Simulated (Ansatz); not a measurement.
**Ge wire along [100], 21 atoms a period, H-terminated: bands by functional**

Aim: is the Ge wire along [100], 21 atoms a period, H-terminated a metal or a semiconductor?

Program: Ansatz 0.2.0. Level of theory: DFT PBE, plane waves, PAW; relaxation of a wire's period; PAW set soft_1, in the first sound run; inputs show where later runs differ. Results are calculated unless marked as measured.

## 1. Starting point

The cell holds 41 atoms: 21 Ge and 20 H. Its edges and angles: a = 17.241 Å, b = 17.241 Å, c = 5.760 Å, α = 90.0°, β = 90.0°, γ = 90.0°. Vacuum lies along a and b. The structure's axis is c.

## 2. Relaxation of atoms and period

Band widths follow the bond lengths, so the wire is relaxed first. The atoms and the third cell vector are free; the box across stays fixed as vacuum. A Fermi-Dirac smearing is set since the result may be a metal. The pressure printed is a third of the stress's trace over the whole box, vacuum included; only the stress along the axis is relaxed.

input.yaml

```yaml
crystal:
  lattice:
    - [17.241, 0.0, 0.0]
    - [0.0, 17.241, 0.0]
    - [0.0, 0.0, 5.76]
  atoms:
    - { symbol: Ge, position: [0.24944414, 0.58353149, 0.0] }
    - { symbol: Ge, position: [0.416487815, 0.416487815, 0.0] }
    - { symbol: Ge, position: [0.416487815, 0.750575165, 0.0] }
    - { symbol: Ge, position: [0.58353149, 0.24944414, 0.0] }
    - { symbol: Ge, position: [0.58353149, 0.58353149, 0.0] }
    - { symbol: Ge, position: [0.750575165, 0.416487815, 0.0] }
    - { symbol: H, position: [0.280726176, 0.280726176, 0.093634302] }
    - { symbol: H, position: [0.719293129, 0.719293129, 0.093634302] }
    - { symbol: H, position: [0.197204338, 0.531291688, 0.156365698] }
    - { symbol: H, position: [0.468727617, 0.802814967, 0.156365698] }
    - { symbol: H, position: [0.531291688, 0.197204338, 0.156365698] }
    - { symbol: H, position: [0.802814967, 0.468727617, 0.156365698] }
    - { symbol: Ge, position: [0.332965978, 0.332965978, 0.25] }
    - { symbol: Ge, position: [0.332965978, 0.667053328, 0.25] }
    - { symbol: Ge, position: [0.500009653, 0.500009653, 0.25] }
    - { symbol: Ge, position: [0.667053328, 0.332965978, 0.25] }
    - { symbol: Ge, position: [0.667053328, 0.667053328, 0.25] }
    - { symbol: H, position: [0.197204338, 0.468727617, 0.343634302] }
    - { symbol: H, position: [0.468727617, 0.197204338, 0.343634302] }
    - { symbol: H, position: [0.531291688, 0.802814967, 0.343634302] }
    - { symbol: H, position: [0.802814967, 0.531291688, 0.343634302] }
    - { symbol: H, position: [0.280726176, 0.719293129, 0.406365698] }
    - { symbol: H, position: [0.719293129, 0.280726176, 0.406365698] }
    - { symbol: Ge, position: [0.24944414, 0.416487815, 0.5] }
    - { symbol: Ge, position: [0.416487815, 0.24944414, 0.5] }
    - { symbol: Ge, position: [0.416487815, 0.58353149, 0.5] }
    - { symbol: Ge, position: [0.58353149, 0.416487815, 0.5] }
    - { symbol: Ge, position: [0.58353149, 0.750575165, 0.5] }
    - { symbol: Ge, position: [0.750575165, 0.58353149, 0.5] }
    - { symbol: H, position: [0.197204338, 0.364248013, 0.656365698] }
    - { symbol: H, position: [0.364248013, 0.197204338, 0.656365698] }
    - { symbol: H, position: [0.635771292, 0.802814967, 0.656365698] }
    - { symbol: H, position: [0.802814967, 0.635771292, 0.656365698] }
    - { symbol: Ge, position: [0.332965978, 0.500009653, 0.75] }
    - { symbol: Ge, position: [0.500009653, 0.332965978, 0.75] }
    - { symbol: Ge, position: [0.500009653, 0.667053328, 0.75] }
    - { symbol: Ge, position: [0.667053328, 0.500009653, 0.75] }
    - { symbol: H, position: [0.197204338, 0.635771292, 0.843634302] }
    - { symbol: H, position: [0.364248013, 0.802814967, 0.843634302] }
    - { symbol: H, position: [0.635771292, 0.197204338, 0.843634302] }
    - { symbol: H, position: [0.802814967, 0.364248013, 0.843634302] }
kpoints:
  mp_grid: { grid: [1, 1, 14] }
scf:
  occupations: { method: fermi_dirac, width: 0.05 }
hamiltonian:
  xc: pbe
  pseudopotentials: { kind: paw, azcp: { folder: soft_1 } }
relax:
  cell: { fix: [a, b, alpha, beta, gamma] }
  max_steps: 45
  f_tol: 0.03
```

Started as:

```bash
> ansatz run input.yaml --threads 4 --pin off --max-ram 16384MiB --backend cpu --events-out ev --progress --plain --runs-dir out
```

Numbers of over 12 decimals in the logs are rounded to 6 here.

The program printed:

```text
Engine: ansatz 0.2.0, aarch64-unknown-linux-gnu
Pseudopotentials: kind: paw
Pseudopotential: Ge, paw, valence charge 14, recommended cutoff 420 eV (normal), soft_1/Ge.paw.azcp
Pseudopotential: H, paw, valence charge 1, recommended cutoff 420 eV (normal), soft_1/H.paw.azcp
Functional definition: PBE
  parameter kappa = 0.804
  parameter beta = 0.066725
  exchange = pbe_x(kappa = kappa, mu = beta*pi^2/3)
  correlation = pbe_c(beta = beta)
Crystal: 41 atoms, lattice volume = 1712.172 Å³
Basis set: ecut = 420 eV, 33539 PW (Γ), exchange–correlation on 240×240×80 points (8 copies of the dense FFT grid, shifted against one another)
Bands: 198, of which v1, the nominal top of the filled ones, is band 157 counted from 1 (156 counted from 0)
Symmetry: 8 space group operations
Space group: P-42m (ITA 111), of the structure as read, at distance tolerance 1.2e-4 Å
k-points: 8 of 14
Non-local potential: Ge, projectors of the file, l = 0: 2, l = 1: 2, l = 2: 3, l = 3: 1
Non-local potential: H, projectors of the file, l = 0: 2, l = 1: 1
PAW form: soft (Blöchl's): semilocal exchange-correlation on the pseudo side does not see the compensation charge
PAW one-centre angular grid: Ge, 590 points (default); XC on 64 Gauss nodes
PAW one-centre angular grid: H, 110 points (default); XC on 64 Gauss nodes
Initial density: superposition of atomic densities (neutral atoms: chi_scale 0, normalization atom)
Initial wavefunctions: pseudopotential atomic-orbital guess
Functional: x = pbe(κ = 0.804, μ = 0.219515), c = pbe(β = 0.066725)
SCF iter   1: F=—  HF=-90511.986845 eV  |F-HF|=—  |Δ(HF+E_count)|=         —  Δρ=3.50e-2  dr2=1.76e1  ethr=3.10e-3  ⟨swp⟩=6.4  Hψ=6295  notcnv=0  defer=79
preconditioner: auto → Resta (q_TF=auto, 2.056 Å⁻¹)  ε∞=1.5  [insulator: Δε(μ)=2.290 eV  Ē_g=21.811 eV  σ=0.050 eV  W_gap=1.00  n_scr=234 (ndim 8)  ℏωp=15.9 eV  f_vac=0.551  D(μ)=0.00/eV (n_scr^D=0)  ε∞_Penn≈1.5  vacuum switching on, ρ_ref=3.5e-2 e/Å³]
SCF iter   2: F=—  HF=-90508.047385 eV  |F-HF|=—  |Δ(HF+E_count)|=    3.94e0  Δρ=1.51e-2  dr2=3.92e0  ethr=3.10e-3  ⟨swp⟩=3.0  Hψ=2240  notcnv=0  defer=254
SCF iter   3: F=—  HF=-90508.034970 eV  |F-HF|=—  |Δ(HF+E_count)|=   1.24e-2  Δρ=5.72e-3  dr2=5.26e0  ethr=1.25e-3  ⟨swp⟩=4.0  Hψ=2156  notcnv=0  defer=255
SCF iter   4: F=—  HF=-90507.142374 eV  |F-HF|=—  |Δ(HF+E_count)|=   8.93e-1  Δρ=1.71e-3  dr2=5.78e-2  ethr=1.25e-3  ⟨swp⟩=3.0  Hψ=1982  notcnv=0  defer=253
SCF iter   5: F=—  HF=-90507.146151 eV  |F-HF|=—  |Δ(HF+E_count)|=   3.78e-3  Δρ=6.78e-4  dr2=3.81e-3  ethr=1.84e-5  ⟨swp⟩=2.1  Hψ=1755  notcnv=0  defer=252
SCF iter   6: F=—  HF=-90507.148428 eV  |F-HF|=—  |Δ(HF+E_count)|=   2.28e-3  Δρ=1.50e-4  dr2=2.87e-4  ethr=1.21e-6  ⟨swp⟩=2.0  Hψ=2588  notcnv=0  defer=252
SCF iter   7: F=—  HF=-90507.148526 eV  |F-HF|=—  |Δ(HF+E_count)|=   9.80e-5  Δρ=4.01e-5  dr2=2.21e-5  ethr=9.15e-8  ⟨swp⟩=2.0  Hψ=2588  notcnv=0  defer=252
SCF iter   8: F=—  HF=-90507.148978 eV  |F-HF|=—  |Δ(HF+E_count)|=   4.51e-4  Δρ=1.44e-5  dr2=3.04e-6  ethr=7.04e-9  ⟨swp⟩=2.0  Hψ=2806  notcnv=0  defer=252
SCF iter   9: F=—  HF=-90507.148981 eV  |F-HF|=—  |Δ(HF+E_count)|=   2.82e-6  Δρ=4.51e-6  dr2=4.72e-7  ethr=9.68e-10  ⟨swp⟩=2.0  Hψ=2588  notcnv=0  defer=252
SCF iter  10: F=-90507.148981 eV  HF=-90507.148981 eV  |F-HF|=6.55e-9  |Δ(HF+E_count)|=   1.32e-7  Δρ=1.07e-6  dr2=1.42e-8  ethr=3.18e-11  ⟨swp⟩=5.0  Hψ=4608  notcnv=0
SCF 1 converged in 10 iterations: F = -90507.148981 eV  dr2 = 1.42e-8
  greatest PAW one-centre occupation: 0.998 electrons in one spin orbital (limit 2), on the Ge atom at site 23 (counted from 0), in its partial waves of l = 2
relax step   1: F+E_penalty+E_count = -90507.14898083 eV  Δ(F+E_penalty+E_count) = +0.000e0 eV  max|allowed force component| = 2.949e-1 eV/Å  Δτ_max = 0.0000 Å  P = -0.345 GPa  Ω = 1712.172 Å³  fix = [a, b, alpha, beta, gamma]  reactions: a -0.423, b -0.423 GPa  (10 SCF iters, dr2 threshold 1.00e-7 eV, accepted)
Crystal: 41 atoms, lattice volume = 1724.171 Å³
Basis set: ecut = 420 eV, 33707 PW (Γ), exchange–correlation on 240×240×80 points (8 copies of the dense FFT grid, shifted against one another)
Initial density: handed on by an earlier stage of this run
Initial wavefunctions: those handed on with the density
iter 1 solved again at ethr=2.88e-4 eV; its pass at ethr=3.10e-3 eV (dr2=9.04e-1 eV) is discarded
SCF iter   1: F=—  HF=-90507.647508 eV  |F-HF|=—  |Δ(HF+E_count)|=         —  Δρ=1.02e-2  dr2=9.11e-1  ethr=2.88e-4  ⟨swp⟩=4.9  Hψ=7004  notcnv=0
preconditioner: auto → Resta (q_TF=auto, 2.054 Å⁻¹)  ε∞=1.5  [insulator: Δε(μ)=2.344 eV  Ē_g=21.784 eV  σ=0.050 eV  W_gap=1.00  n_scr=234 (ndim 8)  ℏωp=15.8 eV  f_vac=0.595  D(μ)=0.00/eV (n_scr^D=0)  ε∞_Penn≈1.5  vacuum switching on, ρ_ref=3.4e-2 e/Å³]
SCF iter   2: F=—  HF=-90507.531990 eV  |F-HF|=—  |Δ(HF+E_count)|=   1.16e-1  Δρ=4.88e-3  dr2=2.05e-1  ethr=2.88e-4  ⟨swp⟩=3.1  Hψ=2407  notcnv=0  defer=32
SCF iter   3: F=—  HF=-90507.554375 eV  |F-HF|=—  |Δ(HF+E_count)|=   2.24e-2  Δρ=1.20e-3  dr2=1.96e-1  ethr=6.54e-5  ⟨swp⟩=4.5  Hψ=2606  notcnv=0  defer=33
SCF iter   4: F=—  HF=-90507.519001 eV  |F-HF|=—  |Δ(HF+E_count)|=   3.54e-2  Δρ=3.17e-4  dr2=4.48e-3  ethr=6.26e-5  ⟨swp⟩=3.0  Hψ=1988  notcnv=0  defer=255
SCF iter   5: F=—  HF=-90507.518833 eV  |F-HF|=—  |Δ(HF+E_count)|=   1.68e-4  Δρ=1.34e-4  dr2=2.42e-4  ethr=1.43e-6  ⟨swp⟩=2.0  Hψ=1667  notcnv=0  defer=255
SCF iter   6: F=—  HF=-90507.519133 eV  |F-HF|=—  |Δ(HF+E_count)|=   3.01e-4  Δρ=3.80e-5  dr2=3.69e-5  ethr=7.71e-8  ⟨swp⟩=2.0  Hψ=2576  notcnv=0  defer=255
SCF iter   7: F=-90507.519132 eV  HF=-90507.519132 eV  |F-HF|=5.07e-7  |Δ(HF+E_count)|=   1.78e-6  Δρ=9.72e-6  dr2=9.97e-7  ethr=1.31e-9  ⟨swp⟩=3.0  Hψ=5660  notcnv=0
SCF 2 converged in 7 iterations: F = -90507.519132 eV  dr2 = 9.97e-7
  greatest PAW one-centre occupation: 0.998 electrons in one spin orbital (limit 2), on the Ge atom at site 27 (counted from 0), in its partial waves of l = 2
relax step   2: F+E_penalty+E_count = -90507.51913222 eV  Δ(F+E_penalty+E_count) = -3.702e-1 eV  max|allowed force component| = 2.611e-1 eV/Å  Δτ_max = 0.1949 Å  P = -0.173 GPa  Ω = 1724.171 Å³  energy of the carried Pulay correction = -2.011e-3 eV  fix = [a, b, alpha, beta, gamma]  reactions: a -0.167, b -0.167 GPa  (7 SCF iters, dr2 threshold 4.10e-6 eV, accepted)
Crystal: 41 atoms, lattice volume = 1723.248 Å³
Basis set: ecut = 420 eV, 33691 PW (Γ), exchange–correlation on 240×240×80 points (8 copies of the dense FFT grid, shifted against one another)
iter 1 solved again at ethr=1.91e-5 eV; its pass at ethr=3.10e-3 eV (dr2=6.01e-2 eV) is discarded
[...]
SCF iter   5: F=—  HF=-90507.792020 eV  |F-HF|=—  |Δ(HF+E_count)|=   7.31e-6  Δρ=4.52e-7  dr2=4.32e-9  ethr=7.21e-12  ⟨swp⟩=3.0  Hψ=2741  notcnv=0
SCF iter   6: F=-90507.792023 eV  HF=-90507.792023 eV  |F-HF|=2.02e-7  |Δ(HF+E_count)|=   2.99e-6  Δρ=1.05e-7  dr2=2.93e-10  ethr=1.00e-12  ⟨swp⟩=2.9  Hψ=5801  notcnv=0
SCF 7 converged in 6 iterations: F = -90507.792023 eV  dr2 = 2.93e-10
  greatest PAW one-centre occupation: 0.998 electrons in one spin orbital (limit 2), on the Ge atom at site 3 (counted from 0), in its partial waves of l = 2
relax step   7: F+E_penalty+E_count = -90507.79202347 eV  Δ(F+E_penalty+E_count) = -1.581e-3 eV  max|allowed force component| = 9.770e-3 eV/Å  Δτ_max = 0.0000 Å  P = +0.004 GPa  Ω = 1720.832 Å³  fix = [a, b, alpha, beta, gamma]  reactions: a +0.003, b +0.003 GPa  stress off target by 5.84e-3 GPa on what of the cell is left free  SCF on the basis re-selected at this cell (its energy is not comparable with the rows above)  (6 SCF iters)
basis re-selected at this cell: Δ(F+E_penalty+E_count) = -1.581e-3 eV, ΔP = +0.001 GPa vs the last step (what re-selecting the basis moved, of the pressure what is left beyond the Pulay correction that the steps carried, after the strain that the cell walked since its last selection, with what the two solves' SCF thresholds leave and, on support functions, any second-order correction that the steps lacked; it is no m [...]
SCF converged after 6 iterations
Free energy (F): -90507.792023 eV
Harris-Foulkes:  -90507.792023 eV  (|F-HF|=2.02e-7)
Internal energy: -90507.792023 eV  (E = F + TS)
E sigma→0 (E₀):  -90507.792023 eV
Fermi energy:    -0.436693 eV
--- Per-component energies (eV) ---
  E_band       = -5892.054213
  E_kinetic    = 2196.500474
  E_local      = -177170.411286  (includes V_loc(G=0)·N_el)
  E_nonlocal   = 4598.753083
  E_hartree    = 86114.381864
  E_xc         = -1666.899664
  E_vxc        = -1576.082566  (∫ρ·V_xc dr)
  E_paw        = -42310.524227  (= ΣΔE_a)
  E_vpaw       = -6169.554982  (= ΣTr[D̂ρ^β])
  E_aug_tail   = -0.018433  (compensation charges beyond the density's cutoff)
  E_ewald      = 37730.426166
  E_smearing   = -0.000000  (= −TS)
  E_closure    = -0.000000  (closes the sum)
  Σ components = -90507.792023   (vs F -90507.792023, Δ=0.00e0)
--- Forces (eV/Å), atoms counted from 1 ---
  atom   1  Ge    -0.00416023     0.00639952    -0.00186934
  atom   2  Ge     0.00474615     0.00474615    -0.00505814
  atom   3  Ge    -0.00639952     0.00416023    -0.00186934
  atom   4  Ge     0.00639952    -0.00416023    -0.00186934
  atom   5  Ge    -0.00474615    -0.00474615    -0.00505814
  atom   6  Ge     0.00416023    -0.00639952    -0.00186934
  atom   7  H     -0.00043997    -0.00043997    -0.00121306
  atom   8  H      0.00043997     0.00043997    -0.00121306
  atom   9  H      0.00021565    -0.00255367     0.00410621
  atom  10  H      0.00255367    -0.00021565     0.00410621
  atom  11  H     -0.00255367     0.00021565     0.00410621
  atom  12  H     -0.00021565     0.00255367     0.00410621
  atom  13  Ge     0.00428099     0.00428099    -0.00976974
  atom  14  Ge     0.00428099    -0.00428099     0.00976974
  atom  15  Ge    -0.00000000     0.00000000     0.00000000
  atom  16  Ge    -0.00428099     0.00428099     0.00976974
  atom  17  Ge    -0.00428099    -0.00428099    -0.00976974
  atom  18  H      0.00021565     0.00255367    -0.00410621
  atom  19  H      0.00255367     0.00021565    -0.00410621
  atom  20  H     -0.00255367    -0.00021565    -0.00410621
  atom  21  H     -0.00021565    -0.00255367    -0.00410621
  atom  22  H     -0.00043997     0.00043997     0.00121306
  atom  23  H      0.00043997    -0.00043997     0.00121306
  atom  24  Ge    -0.00416023    -0.00639952     0.00186934
  atom  25  Ge    -0.00639952    -0.00416023     0.00186934
  atom  26  Ge     0.00474615    -0.00474615     0.00505814
  atom  27  Ge    -0.00474615     0.00474615     0.00505814
  atom  28  Ge     0.00639952     0.00416023     0.00186934
  atom  29  Ge     0.00416023     0.00639952     0.00186934
  atom  30  H      0.00347270    -0.00404385     0.00689703
  atom  31  H     -0.00404385     0.00347270     0.00689703
  atom  32  H      0.00404385    -0.00347270     0.00689703
  atom  33  H     -0.00347270     0.00404385     0.00689703
  atom  34  Ge    -0.00569120    -0.00000000     0.00000000
  atom  35  Ge     0.00000000    -0.00569120     0.00000000
  atom  36  Ge     0.00000000     0.00569120    -0.00000000
  atom  37  Ge     0.00569120    -0.00000000     0.00000000
  atom  38  H      0.00347270     0.00404385    -0.00689703
  atom  39  H     -0.00404385    -0.00347270    -0.00689703
  atom  40  H      0.00404385     0.00347270    -0.00689703
  atom  41  H     -0.00347270    -0.00404385    -0.00689703
  max |Σ_I F_I| component: 1.73e-18 eV/Å
--- Stress (GPa, compression-positive) ---
        0.002772       0.000000       0.000000
        0.000000       0.002772       0.000000
        0.000000       0.000000       0.005837
  P = ⅓ Tr σ = 0.0038 GPa (0.038 kbar)
--- Relaxed structure (6 steps of the walk, 6 accepted, 1 SCFs on fresh bases) ---
  F+E_penalty+E_count = -90507.79202347 eV   max|allowed force component| = 9.770e-3 eV/Å   (the final SCF, on the basis selected at the relaxed cell)
  cell:  # Å, volume = 1720.8324 Å³
    - [17.241, 0.0, 0.0]
    - [0.0, 17.241, 0]
    - [0.0, 0, 5.789135]
  atoms:
    - { symbol: Ge, position: [0.253766, 0.588504, -0.018796] }
    - { symbol: Ge, position: [0.417352, 0.417352, 0.0017405] }
    - { symbol: Ge, position: [0.411516, 0.746253, -0.018796] }
    - { symbol: Ge, position: [0.588504, 0.253766, -0.018796] }
    - { symbol: Ge, position: [0.582668, 0.582668, 0.0017405] }
    - { symbol: Ge, position: [0.746253, 0.411516, -0.018796] }
    - { symbol: H, position: [0.282750, 0.282750, 0.103654] }
    - { symbol: H, position: [0.717270, 0.717270, 0.103654] }
    - { symbol: H, position: [0.189139, 0.543648, 0.108992] }
    - { symbol: H, position: [0.456372, 0.810880, 0.108992] }
    - { symbol: H, position: [0.543648, 0.189139, 0.108992] }
    - { symbol: H, position: [0.810880, 0.456372, 0.108992] }
    - { symbol: Ge, position: [0.335377, 0.335377, 0.255265] }
    - { symbol: Ge, position: [0.335377, 0.664642, 0.244735] }
    - { symbol: Ge, position: [0.500010, 0.500010, 0.25] }
    - { symbol: Ge, position: [0.664642, 0.335377, 0.244735] }
    - { symbol: Ge, position: [0.664642, 0.664642, 0.255265] }
    - { symbol: H, position: [0.189139, 0.456372, 0.391008] }
    - { symbol: H, position: [0.456372, 0.189139, 0.391008] }
    - { symbol: H, position: [0.543648, 0.810880, 0.391008] }
    - { symbol: H, position: [0.810880, 0.543648, 0.391008] }
    - { symbol: H, position: [0.282750, 0.717270, 0.396346] }
    - { symbol: H, position: [0.717270, 0.282750, 0.396346] }
    - { symbol: Ge, position: [0.253766, 0.411516, 0.518796] }
    - { symbol: Ge, position: [0.411516, 0.253766, 0.518796] }
    - { symbol: Ge, position: [0.417352, 0.582668, 0.498260] }
    - { symbol: Ge, position: [0.582668, 0.417352, 0.498260] }
    - { symbol: Ge, position: [0.588504, 0.746253, 0.518796] }
    - { symbol: Ge, position: [0.746253, 0.588504, 0.518796] }
    - { symbol: H, position: [0.213407, 0.354169, 0.686217] }
    - { symbol: H, position: [0.354169, 0.213407, 0.686217] }
    - { symbol: H, position: [0.645851, 0.786612, 0.686217] }
    - { symbol: H, position: [0.786612, 0.645851, 0.686217] }
    - { symbol: Ge, position: [0.334624, 0.500010, 0.75] }
    - { symbol: Ge, position: [0.500010, 0.334624, 0.75] }
    - { symbol: Ge, position: [0.500010, 0.665395, 0.75] }
    - { symbol: Ge, position: [0.665395, 0.500010, 0.75] }
    - { symbol: H, position: [0.213407, 0.645851, 0.813783] }
    - { symbol: H, position: [0.354169, 0.786612, 0.813783] }
    - { symbol: H, position: [0.645851, 0.213407, 0.813783] }
    - { symbol: H, position: [0.786612, 0.354169, 0.813783] }
```

Elapsed: 8.2 min, on 4 threads of Arm Neoverse V2, shared host; peak memory 6 GiB.

Relaxation path:

| step | energy less that of the first step (eV) | largest force component (eV/Å) | pressure (GPa) | volume (Å³) |
| --- | --- | --- | --- | --- |
| 1 | 0.0000 | 0.2949 | -0.35 | 1712.17 |
| 2 | -0.3702 | 0.2611 | -0.17 | 1724.17 |
| 3 | -0.5061 | 0.0994 | -0.09 | 1723.25 |
| 4 | -0.5944 | 0.1000 | -0.02 | 1723.43 |
| 5 | -0.6308 | 0.0696 | 0.01 | 1721.95 |
| 6 | -0.6415 | 0.0097 | 0.00 | 1720.83 |
| 7* | -0.6430 | 0.0098 | 0.00 | 1720.83 |

Relaxation steps marked * repeat the geometry before them on a plane-wave basis chosen anew for their cell, so energy and pressure can jump there.

Forces are held to the 8 operations that the run works with; a distortion that breaks them can't arise in this run.

```
cell as run  before  after  change
      c (Å)   5.760  5.789  +0.5 %
```

The atoms that moved most (Å, along periodic axes as changes of fractional coordinates times the final cell, across vacuum about the mean position):

```csv
atom,dx,dy,dz,length
H21,0.139,0.213,0.274,0.374
H20,0.213,0.139,0.274,0.374
H9,-0.139,0.213,-0.274,0.374
H11,0.213,-0.139,-0.274,0.374
H12,0.139,-0.213,-0.274,0.374
H10,-0.213,0.139,-0.274,0.374
H18,-0.139,-0.213,0.274,0.374
H19,-0.213,-0.139,0.274,0.374
```

Numbers from this step:

* cell length along the wire: 5.789 Å

The cell's length comes to 5.789 Å with spin left out.

(Part 1 of 2 ends here.)

[Logs are printed without paths, hosts, clocks, repeated set-up lines and the standing remarks that a program may print on its own settings, such as how far it seeks lower states.]

[Hosts, paths, dates, database ids (printed as entryN), source tags and the programs' standing remarks are cut or masked in the printed files.]
